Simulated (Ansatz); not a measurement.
# BaLa2S4 (I-42d):S_i (4-fold void), thermodynamic levels from a 56-atom cell, part 2 of 2

Wanted: the transition levels of a self-interstitial in BaLa2S4 (I-42d), from a cell of 56 host atoms with 1 S put in.

Ansatz; place-levels on PBEsol runs: charge-transition levels and formation energies with image-charge correction and potential alignment at the atomic sites.

So far: The structure; What was run first; place-levels, PBEsol.

### 3. place-levels, PBEsol (continued)

Levels between the charges placed, in eV above the valence top:

```csv
,gap (eV),(+1/0),(0/−1),(−1/−2)
PBEsol,1.92,0.32,2.06,1.54
```

Corrections by state:

```csv
charge,moment (μB),image terms and alignment (eV),band filling (eV),ε used,"over the lowest of its charge, as the program ranks them, band filling apart (eV)"
+1,1.0,0.240,-,"principal values (18.13, 20.97, 20.97)",0.000
0,0.0,0.000,-,-,0.000
−1,1.0,-0.085,-,"principal values (18.13, 20.97, 20.97)",0.000
−2,0.0,-0.006,-,"principal values (18.13, 20.97, 20.97)",0.000
−2,2.0,-0.066,-,"principal values (18.13, 20.97, 20.97)",0.746
```

The charged structures listed were also run neutral, and place-levels reads from each pair, by the potential or the spins, how wide the charge is by which they differ; that can be the carrier of either run.

```
charge  rms radius (Å)  spread where it is widest against the cell (Å)  wide from (Å)  reading
    +1             2.7                                            2.21           1.76     wide
    −1             3.2                                            2.10           1.76     wide
    −2             3.7                                            2.19           1.76     wide
```

The neutral runs of these pairs need not share the spin of the lowest neutral state, and very wide values only mean spread over the cell.

From the program's caveats on the states, each cut to its opening words:

- charge +1 (1 μB): it parts from the run at its places by a charge that spreads by about 2.2 Å along one vector (1.8 Å or more is wide), by the spins about the atoms, where the [...]
- charge +1 (1 μB): the far atoms show a dipole or second moment of the defect's charge, for which the correction takes or leaves out 0.066 eV: further moments aren't read, and [...]
- charge +1 (1 μB): its displacements don't fall off away from the defect: farther atoms stand 0.037 Å off the host's places
- charge 0: its displacements don't fall off away from the defect: farther atoms stand 0.04 Å off the host's places
- charge −1 (1 μB): it parts from the run at its places by a charge that spreads by about 2.1 Å along one vector (1.8 Å or more is wide), by the spins about the atoms, where the [...]
- charge −1 (1 μB): its displacements don't fall off away from the defect: farther atoms stand 0.032 Å off the host's places
- charge −2: it parts from the run at its places by a charge that spreads by about 2.2 Å along one vector (1.8 Å or more is wide), by its potential at epsilon [7.76, 7.76, [...]
- charge −2: its displacements don't fall off away from the defect: farther atoms stand 0.035 Å off the host's places
- charge −2 (2 μB): it parts from the run at its places by a charge that spreads by about 3.3 Å along one vector (1.8 Å or more is wide), by its potential at epsilon [7.76, 7.76, [...]
- charge −2 (2 μB): the far atoms show a dipole or second moment of the defect's charge, for which the correction takes or leaves out 0.07 eV: further moments aren't read, and the [...]
- charge −2 (2 μB): its displacements don't fall off away from the defect: farther atoms stand 0.03 Å off the host's places
- charge −2 (2 μB): its moments are held at its close (magnetization.spin_locking), by a field of 0.223 eV a Bohr magneton, and its energy and levels are of the state that this [...]

Chemical potentials of the elements' reference phases, run alike. Formation energy by charge state (elemental references; gap 1.92 eV):

| charge | at valence top (eV) | at conduction bottom (eV) | correction included (eV) |
| --- | --- | --- | --- |
| +1 | 1.07 | 3.00 | 0.24 |
| 0 | 1.40 | 1.40 | 0.00 |
| −1 | 3.46 | 1.54 | -0.09 |
| −2 | 5.00 | 1.15 | -0.01 |

(Fermi level (eV), lowest formation energy (eV)): (0.00, 1.07), (0.17, 1.25), (0.35, 1.40), (0.52, 1.40), (0.70, 1.40), (0.87, 1.40), (1.05, 1.40), (1.23, 1.40), (1.40, 1.40), (1.58, 1.40), (1.75, 1.40), (1.92, 1.15)

### 4. The same at the relaxations' own k-points

The relaxations' own energies give the levels at their sampling, for comparison.

levels.relax_mesh.yaml reads:

```yaml
host:
  run: host.relax.run
  levels_from: { run: edges.relax.run }
states: [qm2.relax.run, qm1_M1.relax.run, q0.relax.run, qp1_M1.relax.run, qm2_M2.relax.run]
chemical_potentials:
  S:
    energy: -884.879081
    dataset: "<sha256 of the dataset>"
```

On the command line:

```
$ ansatz place-levels levels.relax_mesh.yaml -- --threads 4 --pin off --max-ram 14131MiB
```

What it wrote:

```text
(+1/0) 0.318 eV above the valence edge, 1.607 eV under the conduction edge
(0/-1) 2.075 eV above the valence edge, in the conduction band; not on the lower envelope
[...]
formation energy of charge +1: +1.015 eV with the Fermi level at the valence edge
formation energy of charge 0: +1.333 eV with the Fermi level at the valence edge
formation energy of charge -1: +3.407 eV with the Fermi level at the valence edge
formation energy of charge -2: +4.947 eV with the Fermi level at the valence edge
  edges by pbesol of host.levels_from (edges.relax.run), its mesh sampled to repeats of 38.14 Å (the valence edge +0.076 eV and the conduction edge -0.143 eV from those of the host's own run), gap 1.925 eV; the host is sampled to repeats of 12.45 Å
[... the lines on each state left out ...]
```

Wall time 0.15 s (4 threads of Intel Xeon Platinum 8488C (Sapphire Rapids), shared host).

Levels between neighbouring charges, in eV above the valence top:

```csv
,gap (eV),(+1/0),(0/−1),(−1/−2)
"one point at (¼, ¼, ¼)",1.92,0.32,2.07,1.54
a 2×2×2 shifted mesh,1.92,0.32,2.06,1.54
```

Going from one point at (¼, ¼, ¼) to a 2×2×2 shifted mesh moves the levels that carry no band-filling term by up to 0.01 eV and formation energies against the elements by up to 0.06 eV.

### 5. Results

| Quantity | Value |
| --- | --- |
| gap of the host | 1.92 eV (PBEsol) |
| level (plus 1/0) | 0.32 eV above the valence top |
| level (0/minus 1) | 2.06 eV above the valence top, past the conduction bottom, not a change between lowest states |
| level (minus 1/minus 2) | 1.54 eV above the valence top, not a change between lowest states |
| level (0/minus 2) | 1.80 eV above the valence top |
| lowest of the charges placed, just above the valence top (0.02 eV) | +1 |
| lowest of the charges placed, just below the conduction bottom (0.02 eV) | −2 |
| lowest formation energy at mid-gap of the charges run, elemental references | 1.40 eV |

**Reading.** Of the charges placed (−2, −1, 0 and +1), the lowest changes at 0.32 eV (+1/0) and 1.80 eV (0/−2) above the valence top, in a gap of 1.92 eV. (0/−2) passes over charge −1, which lies 0.26 eV above the two there; a lower structure or spin state of it, if missed, would change that. Charges above +1 and below −2 were not placed, so these runs say nothing of levels that involve them. States placed: +1 at 1 μB; 0 at 0 μB; −1 at 1 μB; −2 at 0 μB and 2 μB. Other spin states or structures, where not listed, weren't placed. Going from one point at (¼, ¼, ¼) to a 2×2×2 shifted mesh moves the levels that carry no band-filling term by up to 0.01 eV and formation energies against the elements by up to 0.06 eV. Limits: PBEsol makes the gap too small and tends to spread out bound carriers; spin–orbit coupling, which can matter with heavy atoms, is left out.

[Logs are printed without paths, hosts, clocks, repeated set-up lines and the standing remarks that a program may print on its own settings, such as how far it seeks lower states.]

[Hosts, paths, dates, database ids (printed as entryN), source tags and the programs' standing remarks are cut or masked in the printed files.]

[Where a table of states has a column of steps, it counts the stored structures, which are thinned; the runs took as many ionic steps or more.]

[A defect's name tells the site on which it was built; relaxed atoms can leave that site.]

[For some hosts the program warned that the k-mesh of the response run may be too coarse for force constants and the static dielectric constant; such warnings are not shown here.]
